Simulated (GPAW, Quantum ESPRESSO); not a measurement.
# Core-hole calculation of the Cl K edge in NaCl (Fm-3m), part 3 of 4

Aim: the Cl K edge of NaCl (Fm-3m) by two routes, a Lanczos recursion (XSpectra) and a sum over empty bands (GPAW), to see which features are robust.

Quantum ESPRESSO 7.5 and GPAW 26.7.0; core-hole supercells, plane-wave PAW PBE.

So far. Step 8 (Spectrum with FCH, Cl atom 1 (Quantum ESPRESSO)): The hole costs E(hole) − E(ground) = 2831.47 eV, and the lowest empty level of the hole cell lies at 6.00 eV, which puts the zero at 2837.47 eV. One term is added: -17.92 eV, since the hole is spin-paired here and a spin-polarised one costs that much less in the free atom (computed apart). The photon energy is then 2819.55 eV. The functional and the charged cell's background leave an error of a few eV in such absolute values.

The database entry behind the starting cell differs from later determinations by our own check (an axis about 0.4 % short against later determinations), so it need not match the best structure at ambient conditions.

## Step 9: Another broadening

Level of this step: X-ray absorption near-edge structure, plane-wave PAW PBE, one-electron final states by a Lanczos continued fraction (Quantum ESPRESSO).

The final state's lifetime shortens with energy, so measured features broaden above the edge; the saved Lanczos coefficients are redrawn with a width that grows.

The input, xspectra_plot.in:

```
&input_xspectra
   calculation='xanes_dipole', edge='K'
   prefix='x', outdir='tmp', xiabs=1, xe0=3.7418
   xonly_plot=.true., x_save_file='xanes.sav'
   xniter=3000, xcheck_conv=20, xerror=0.005
   xcoordcrys=.false., xepsilon(1)=1, xepsilon(2)=0, xepsilon(3)=0
/
&plot
   xnepoint=413, xemin=-10, xemax=45, terminator=.true., cut_occ_states=.true.
   gamma_mode='variable', gamma_energy(1)=4, gamma_energy(2)=25, gamma_value(1)=0.32, gamma_value(2)=2.5
/
&pseudos
   filecore='../Cl.wfc'
/
&cut_occ
   cut_desmooth=0.1, cut_stepl=0.05, cut_stepu=0.05, cut_ierror=1e-5
/
4 4 4 0 0 0
```

The run is started by

```bash
OMP_NUM_THREADS=1 xspectra.x -in xspectra_plot.in > xspectra_plot.out
```

Numbers of over 12 decimals in the logs are rounded to 6 here.

The log of the run:

```text
     [... banner and references ...]
Reading input_file
     -------------------------------------------------------------------------

     calculation: xanes_dipole

     xonly_plot: TRUE
        => only the spectrum plot

     main plot parameters:
        cut_occ_states: TRUE
        gamma_mode:  variable
        -> first, constant up to point ( 4.00, 0.32) [eV]
        -> then, linear up to point (25.00, 2.50) [eV]
        -> finally, constant up to xemax
        xemin [eV]: -10.00
        xemax [eV]:  45.00
        xnepoint:  413
[...]
xemin [eV]: -10.00
        xemax [eV]:  45.00
        xnepoint:  413
        energy-dependent broadening parameter:
         -> first, constant up to point ( 4.00, 0.32) [eV]
         -> then, linear up to point (25.00, 2.50) [eV]
         -> finally, constant up to xemax
        Core level energy [eV]:  -2822.
         (from electron binding energy of neutral atoms in X-ray data booklet)

     Cross-section successfully written in xanes.dat

     -------------------------------------------------------------------------
                                END JOB XSpectra
     -------------------------------------------------------------------------
[key lines of the parts left out:]
Fermi level [eV]:   1.4874
```

The job ended after 7.2 s (1 MPI rank of AMD EPYC (Zen 3), shared host; peak memory 0.04 GiB).

With a Lorentzian half width 0.32 eV up to 4 eV, rising linearly to 2.5 eV at 25 eV (counted from xe0, 2.3 eV below the zero used here), the maxima are 4.3 eV (2.15) and 13.2 eV (1.30).

## Step 10: Supercell with XCH, Cl atom 1 (Quantum ESPRESSO)

The holes are 6.9 Å apart. The excited electron is kept in the cell, where it fills the lowest empty states and screens the hole.

Changed against the first core-hole run: core hole to XCH.

The input, scf.in:

```
&control
   calculation='scf', prefix='x', pseudo_dir='../pp', outdir='tmp', tprnfor=.true.
/
&system
   ibrav=0, nat=12, ntyp=3, nbnd=60
   ecutwfc=62, ecutrho=360
   occupations='smearing', smearing='gaussian', degauss=0.003
/
&electrons
   conv_thr=1.2e-07, electron_maxstep=120
   mixing_beta=0.5
/
ATOMIC_SPECIES
Cl0 1.0 Cl.pbe-nl-kjpaw-1sch.UPF
Cl 1.0 Cl.pbe-nl-kjpaw.UPF
Na 1.0 Na.pbe-spnl-kjpaw.UPF
CELL_PARAMETERS angstrom
  2.81000000 5.62000000 2.81000000
  2.81000000 -5.62000000 2.81000000
  2.81000000 -2.81000000 -5.62000000
ATOMIC_POSITIONS crystal
Cl0  0.75000000 0.25000000 0.00000000
Cl   0.41666667 0.25000000 0.33333333
Cl   0.25000000 0.75000000 0.00000000
Cl   0.08333333 0.25000000 0.66666667
Cl   0.91666667 0.75000000 0.33333333
Cl   0.58333333 0.75000000 0.66666667
Na   0.00000000 0.00000000 0.00000000
Na   0.66666667 0.00000000 0.33333333
Na   0.50000000 0.50000000 0.00000000
Na   0.33333333 0.00000000 0.66666667
Na   0.16666667 0.50000000 0.33333333
Na   0.83333333 0.50000000 0.66666667
K_POINTS automatic
3 3 3 0 0 0
```

The run is started by

```bash
OMP_NUM_THREADS=1 mpirun --oversubscribe --bind-to none -np 8 pw.x -nk 4 -in scf.in > scf.out
```

The log of the run:

```text
     [... banner and references ...]
[banner, memory and clock lines left out]
using ibrav=0 with symmetry is DISCOURAGED, use correct ibrav instead

     bravais-lattice index     =            0
     lattice parameter (alat)  =      13.0071  a.u.
     unit-cell volume          =    1796.7879 (a.u.)^3
     number of atoms/cell      =           12
     number of atomic types    =            3
     number of electrons       =        97.00
     number of Kohn-Sham states=           60
     kinetic-energy cutoff     =      62.0000  Ry
     charge density cutoff     =     360.0000  Ry
     scf convergence threshold =      1.2E-07
     mixing beta               =       0.5000
     number of iterations used =            8  plain     mixing
     Exchange-correlation= SLA  PW   PBX  PBC
                           (   1   4   3   4   0   0   0)

     celldm(1)=  13.007110  celldm(2)=   0.000000  celldm(3)=   0.000000
     celldm(4)=   0.000000  celldm(5)=   0.000000  celldm(6)=   0.000000

     crystal axes: (cart. coord. in units of alat)
               a(1) = (   0.408248   0.816497   0.408248 )
               a(2) = (   0.408248  -0.816497   0.408248 )
               a(3) = (   0.408248  -0.408248  -0.816497 )

     reciprocal axes: (cart. coord. in units 2 pi/alat)
               b(1) = (  1.020621  0.612372  0.204124 )
               b(2) = (  0.612372 -0.612372  0.612372 )
               b(3) = (  0.816497 -0.000000 -0.816497 )

     PseudoPot. #1 for Cl:     Pseudo is Projector augmented-wave + core cor, Zval =  8.0

     PseudoPot. #2 for Cl:     Pseudo is Projector augmented-wave + core cor, Zval =  7.0

[...]
End of self-consistent calculation

          k = 0.0000 0.0000 0.0000 ( 14793 PWs)   bands (ev):

   -47.7175 -47.7173 -47.7042 -47.7037 -47.7035 -47.7035 -19.6979 -19.6726
   -19.6636 -19.6613 -19.6553 -19.6525 -19.6302 -19.6223 -19.6164 -19.6135
   -19.6113 -19.6096 -19.6071 -19.6007 -19.6000 -19.5997 -19.5989 -19.5985
   -17.3866 -11.2937 -11.0087 -10.9920 -10.9374 -10.9321  -4.6813  -4.6711
    -4.6671  -0.4541  -0.2065  -0.0798   0.0520   0.1505   0.1729   0.2814
     0.4555   0.7565   0.7590   0.8955   0.9044   1.2182   1.2498   1.2637
     5.7925   8.1447   9.1320   9.2597   9.5787   9.7713   9.8581   9.8789
    10.1668  10.3377  10.4210  10.5049

     [... bands of 9 further k-points ...]

     the Fermi energy is     7.2297 ev

!    total energy              =   -1133.89829666 Ry
     total all-electron energy =     -7280.193133 Ry
     estimated scf accuracy    <       0.00000009 Ry
     smearing contrib. (-TS)   =      -0.00012939 Ry
     internal energy E=F+TS    =   -1133.89816728 Ry

     The total energy is F=E-TS. E is the sum of the following terms:
     one-electron contribution =    -487.46676226 Ry
     hartree contribution      =     284.55218232 Ry
     xc contribution           =    -131.26217108 Ry
     ewald contribution        =    -422.43248430 Ry
     one-center paw contrib.   =    -377.28893195 Ry

     convergence has been achieved in   7 iterations

     Forces acting on atoms (cartesian axes, Ry/au):

     atom    1 type  1   force =    -0.00000000    0.00000000    0.00000000
     atom    2 type  2   force =     0.00006171   -0.00000000   -0.00006171
     atom    3 type  2   force =     0.00000000   -0.00000000   -0.00000000
[...]
atom   11 type  3   force =     0.02180016   -0.00044789    0.00059492
     atom   12 type  3   force =     0.00059492   -0.00044789    0.02180016

     Total force =     0.053619     Total SCF correction =     0.001391

     XML data file, charge density, pseudopotentials, collected wavefunctions
```

Run time: 58 s. Hardware: 8 MPI ranks; peak memory 0.18 GiB.

Energy with the hole: -99052.074 eV, cores included.

## Step 11: Excitation energy, Cl atom 1 (Quantum ESPRESSO)

With the excited electron kept in the cell the system stays neutral, and the energy difference is an excitation energy by itself. In a small cell that electron takes up a good share of the lowest empty band, or all of one, which shifts the value from the true onset.

The total-energy difference is 2838.29 eV. With the free-atom term of -17.92 eV for this edge, the photon energy is 2820.37 eV.

## Step 12: The field without a hole (GPAW)

The second program starts from its own ground state, on the same cell and functional.

The input, scf.py:

```python
import numpy as np
from ase import Atoms
from ase.parallel import parprint, paropen
from gpaw import GPAW, PW, FermiDirac, Mixer, MixerDif, setup_paths
from gpaw.test import gen
setup_paths.insert(0, '.')
gen('Cl', name='nch1s', xcname='PBE', corehole=(1, 0, 0), write_xml=True)
from gpaw.mpi import world
world.barrier()

atoms = Atoms('ClNa',
    cell=[[0, 2.81, 2.81],
     [2.81, 0, 2.81],
     [2.81, 2.81, 0]],
    scaled_positions=[[0.5, 0.5, 0.5],
     [0, 0, 0]],
    pbc=True)
atoms.calc = calc = GPAW(legacy_gpaw=True, mode=PW(500, force_complex_dtype=True), xc='PBE', setups={0: 'nch1s'},
    kpts={'size': (8, 8, 8), 'gamma': True}, occupations=FermiDirac(0.05),
    charge=0, mixer=Mixer(0.1, 5, 50), maxiter=150,
    convergence={'density': 0.0001, 'eigenstates': 1e-6}, txt='scf.txt')
energy = atoms.get_potential_energy() + calc.get_reference_energy()
ef = calc.get_fermi_level()
out = dict(energy=energy, fermi=ef, forces=atoms.get_forces().tolist())
parprint(f'all-electron energy {energy:.4f} eV, Fermi level {ef:.4f} eV')
ev = np.array([[calc.get_eigenvalues(k, s) for k in range(len(calc.get_ibz_k_points()))] for s in range(calc.get_number_of_spins())])
out['homo'], out['lumo'], out['counts'] = ev[ev < ef].max(), ev[ev > ef].min(), sorted(set((ev < ef).sum((0, 2)).tolist()))
out['filled'] = (ev[:, 0] < ef).sum(1).tolist()
import json
with paropen('out.json', 'w') as f:
    json.dump(out, f)
```

The run is started by

```bash
OMP_NUM_THREADS=1 mpirun -n 8 gpaw python scf.py
```

The log of the run:

```text
Input parameters:
  convergence: {density: 0.0001,
                eigenstates: 1e-06}
  kpts: {gamma: True,
         size: (8, 8, 8)}
  maxiter: 150
  mixer: {backend: pulay,
          beta: 0.1,
          method: separate,
          nmaxold: 5,
          weight: 50}
  mode: {ecut: 500.0,
         force_complex_dtype: True,
         name: pw}
  occupations: {fixmagmom: False,
                name: fermi-dirac,
[...]
--------------------------------
3s(2) :    -0.760286     1.142313
*s    :     0.239714
3p(5) :    -0.315843     1.009618
*p    :     0.684157
*d    :     0.000000
--------------------------------

Diagonalizing with gridspacing h=0.050

state   all-electron     PAW
-------------------------------
3s:      -0.760286    -0.760986
3p:      -0.315843    -0.316518
*d:                    0.045488
*f:                    0.075580
-------------------------------
all-electron energy -16980.3165 eV, Fermi level 1.5502 eV
[key lines of the parts left out:]
Converged after 10 iterations.
Dipole moment: (-0.000000, 0.000000, 0.000000) |e|*Ang
Free energy:     -6.756269
Fermi level: 1.55024
```

It took 11 s on 8 MPI ranks; peak memory 0.17 GiB.

The mesh shows a gap of 5.16 eV, so the hole is first treated in a charged cell, without the excited electron.

## Step 13: Spectrum without a core hole,  (GPAW)

This cheap baseline ignores the attraction of the hole: it shows the absorber's empty states as they are in the ground state. The data set with a hole of occupation 0 only carries the core orbital.

The input, xas.py:

```python
import numpy as np
from ase import Atoms
from ase.parallel import parprint, paropen
from gpaw import GPAW, PW, FermiDirac, Mixer, MixerDif, setup_paths
from gpaw.test import gen
setup_paths.insert(0, '.')
gen('Cl', name='nch1s', xcname='PBE', corehole=(1, 0, 0), write_xml=True)
from gpaw.mpi import world
world.barrier()

atoms = Atoms('ClNa',
    cell=[[0, 2.81, 2.81],
     [2.81, 0, 2.81],
     [2.81, 2.81, 0]],
    scaled_positions=[[0.5, 0.5, 0.5],
     [0, 0, 0]],
    pbc=True)
atoms.calc = calc = GPAW(legacy_gpaw=True, mode=PW(500, force_complex_dtype=True), xc='PBE', setups={0: 'nch1s'},
    kpts={'size': (8, 8, 8), 'gamma': True}, occupations=FermiDirac(0.02),
    charge=0, mixer=Mixer(0.1, 5, 50), maxiter=150,
    convergence={'density': 0.0001, 'eigenstates': 1e-6}, txt='scf.txt')
energy = atoms.get_potential_energy() + calc.get_reference_energy()
ef = calc.get_fermi_level()
out = dict(energy=energy, fermi=ef, forces=atoms.get_forces().tolist())
parprint(f'all-electron energy {energy:.4f} eV, Fermi level {ef:.4f} eV')
ev = np.array([[calc.get_eigenvalues(k, s) for k in range(len(calc.get_ibz_k_points()))] for s in range(calc.get_number_of_spins())])
out['homo'], out['lumo'], out['counts'] = ev[ev < ef].max(), ev[ev > ef].min(), sorted(set((ev < ef).sum((0, 2)).tolist()))
out['filled'] = (ev[:, 0] < ef).sum(1).tolist()

from ase.units import Ha
from gpaw.xas import dipole_matrix_elements
nb = int(calc.get_number_of_electrons() / 2) + 30
top = nb
nscf = calc.fixed_density(kpts={'size': (7, 7, 7), 'gamma': True},
    convergence={'eigenstates': 1.0}, txt='nscf.txt')
nscf.diagonalize_full_hamiltonian(nbands=nb)
cell = atoms.cell.array
ops = [cell.T @ U.T @ np.linalg.inv(cell.T) for U in nscf.wfs.kd.symmetry.op_scc]
filled = [7]  # bands filled in the ground state, by spin
E = np.arange(-25, 34, 0.1)
fwhm = np.interp(E, [4, 25], [0.9, 3.5])
Y, X, zero, highest = 0, 0, 1e9, 1e9
for spin in range(nscf.get_number_of_spins()):
    wfs = nscf.wfs
    mine = wfs.bd.get_slice()  # this rank's bands
    A = dipole_matrix_elements(wfs.setups[0])
    eps = np.zeros((wfs.kd.nibzkpts, nb))
    d = np.zeros((3, A.shape[1], wfs.kd.nibzkpts, nb), complex)
    for kpt in wfs.kpt_u:
        if kpt.s == spin and 0 in kpt.P_ani:
            eps[kpt.k, mine] = kpt.eps_n * Ha
            d[:, :, kpt.k, mine] = (kpt.weight * wfs.nspins / 2) ** 0.5 * np.inner(A, kpt.P_ani[0])
    world.sum(eps)
    world.sum(d)
    T = np.einsum('amkn,bmkn->abkn', d, d.conj()).real
    T = sum(np.einsum('ai,ijkn,bj->abkn', R, T, R) for R in ops) / len(ops)
    empty = np.ones_like(eps, bool) & (np.arange(nb) >= filled[spin])
    zero, highest = min(zero, eps[empty].min()), min(highest, eps[:, top - 1].min())
    lines = [(eps, T, empty)] if spin == 0 else lines + [(eps, T, empty)]
for eps, T, empty in lines:
    f = np.einsum('aakn->akn', T).reshape(3, -1)
    x = eps.ravel() - zero
    w = np.interp(x, E, fwhm) / 2.35482
    g = np.exp(-0.5 * ((E[:, None] - x) / w) ** 2) / (w * (2 * np.pi) ** 0.5)
    Y = Y + (f * empty.ravel()) @ g.T
    X = X + (f * ~empty.ravel()) @ g.T
out.update(E=E.round(2).tolist(), xas=Y.tolist(), xes=X.tolist(), zero=zero, valid=highest - zero, nk=len(eps), nb=nb)
for i in range(0, len(E), 10):
    parprint(f'{E[i]:7.2f}', *(f'{v:10.3e}' for v in Y[:, i]))
import json
with paropen('out.json', 'w') as f:
    json.dump(out, f)
```

The run is started by

```bash
OMP_NUM_THREADS=1 mpirun -n 8 gpaw python xas.py
```

The log of the run:

```text
Input parameters:
  convergence: {density: 0.0001,
                eigenstates: 1e-06}
  kpts: {gamma: True,
         size: (8, 8, 8)}
  maxiter: 150
  mixer: {backend: pulay,
          beta: 0.1,
          method: separate,
          nmaxold: 5,
          weight: 50}
  mode: {ecut: 500.0,
         force_complex_dtype: True,
         name: pw}
  occupations: {fixmagmom: False,
                name: fermi-dirac,
[...]
Local:           -0.024860
SIC:             +0.000000
--------------------------
Free energy:     -6.756349
Extrapolated:    -6.756349

Showing only first 2 kpts
 Kpt  Band  Eigenvalues  Occupancy
[...]
1     7      5.53458    0.00000
  1     8     11.07333    0.00000

Fermi level: 1.55024

Gap: 5.158 eV
Transition (v -> c):
  (s=0, k=0, n=6, [0.00, 0.00, 0.00]) -> (s=0, k=0, n=7, [0.00, 0.00, 0.00])
No difference between direct/indirect transitions

Errorcode: 42
[key lines of the parts left out:]
Converged after 3 iterations.
Dipole moment: (-0.000000, 0.000000, 0.000000) |e|*Ang
```

Elapsed: 22 s, on 8 MPI ranks; peak memory 0.17 GiB.

The run ended with an error.

The program stopped, so this step gives no result.

## Step 14: Supercell without a hole, the energy reference (GPAW)

Total energies of two programs can't be mixed, so the cell and mesh of GPAW's hole run get a reference energy of their own.

scf.py: that of step 12 with these lines changed.

```diff
@@ -10,11 +10,21 @@
 
-atoms = Atoms('ClNa',
-    cell=[[0, 2.81, 2.81],
-     [2.81, 0, 2.81],
-     [2.81, 2.81, 0]],
-    scaled_positions=[[0.5, 0.5, 0.5],
-     [0, 0, 0]],
+atoms = Atoms('Cl6Na6',
+    cell=[[2.81, 5.62, 2.81],
+     [2.81, -5.62, 2.81],
+     [2.81, -2.81, -5.62]],
+    scaled_positions=[[0.75, 0.25, 0],
+     [0.41666667, 0.25, 0.33333333],
+     [0.25, 0.75, 0],
+     [0.08333333, 0.25, 0.66666667],
+     [0.91666667, 0.75, 0.33333333],
+     [0.58333333, 0.75, 0.66666667],
+     [0, 0, 0],
+     [0.66666667, 0, 0.33333333],
+     [0.5, 0.5, 0],
+     [0.33333333, 0, 0.66666667],
+     [0.16666667, 0.5, 0.33333333],
+     [0.83333333, 0.5, 0.66666667]],
     pbc=True)
 atoms.calc = calc = GPAW(legacy_gpaw=True, mode=PW(500, force_complex_dtype=True), xc='PBE', setups={0: 'nch1s'},
-    kpts={'size': (8, 8, 8), 'gamma': True}, occupations=FermiDirac(0.05),
+    kpts={'size': (3, 3, 3), 'gamma': True}, occupations=FermiDirac(0.02),
     charge=0, mixer=Mixer(0.1, 5, 50), maxiter=150,
```

The run is started by

```bash
OMP_NUM_THREADS=1 mpirun -n 8 gpaw python scf.py
```

The log of the run:

```text
Input parameters:
  convergence: {density: 0.0001,
                eigenstates: 1e-06}
  kpts: {gamma: True,
         size: (3, 3, 3)}
  maxiter: 150
  mixer: {backend: pulay,
          beta: 0.1,
          method: separate,
          nmaxold: 5,
          weight: 50}
  mode: {ecut: 500.0,
         force_complex_dtype: True,
         name: pw}
  occupations: {fixmagmom: False,
                name: fermi-dirac,
[...]
3s(2) :    -0.760286     1.142313
*s    :     0.239714
3p(5) :    -0.315843     1.009618
*p    :     0.684157
*d    :     0.000000
--------------------------------

Diagonalizing with gridspacing h=0.050

state   all-electron     PAW
-------------------------------
3s:      -0.760286    -0.760986
3p:      -0.315843    -0.316518
*d:                    0.045488
*f:                    0.075580
-------------------------------
all-electron energy -101881.8996 eV, Fermi level 1.5503 eV
[key lines of the parts left out:]
Converged after 11 iterations.
Dipole moment: (-0.000000, -0.000000, -0.000000) |e|*Ang
Free energy:    -40.539949
Fermi level: 1.55032
```

The job ended after 34 s (8 MPI ranks; peak memory 0.22 GiB).

Reference energy: -101881.900 eV with the cores included.

(Continued in part 4 of 4.)

[Banner, clock and machine lines of the logs are left out without a mark of their own.]

[Logs are printed without paths, hosts, clocks, repeated set-up lines and the standing remarks that a program may print on its own settings, such as how far it seeks lower states.]

[Hosts, paths, dates, database ids (printed as entryN), source tags and the programs' standing remarks are cut or masked in the printed files.]

[Lists of maxima count a maximum above −3 eV only where it reaches 4 % of the highest in the window and stands out from its surroundings by 2 % of it (1.5 % where it reaches 55 %); shoulders and weaker maxima are passed over, and of the rest the first, up to two pre-edge ones and the few strongest are named.]
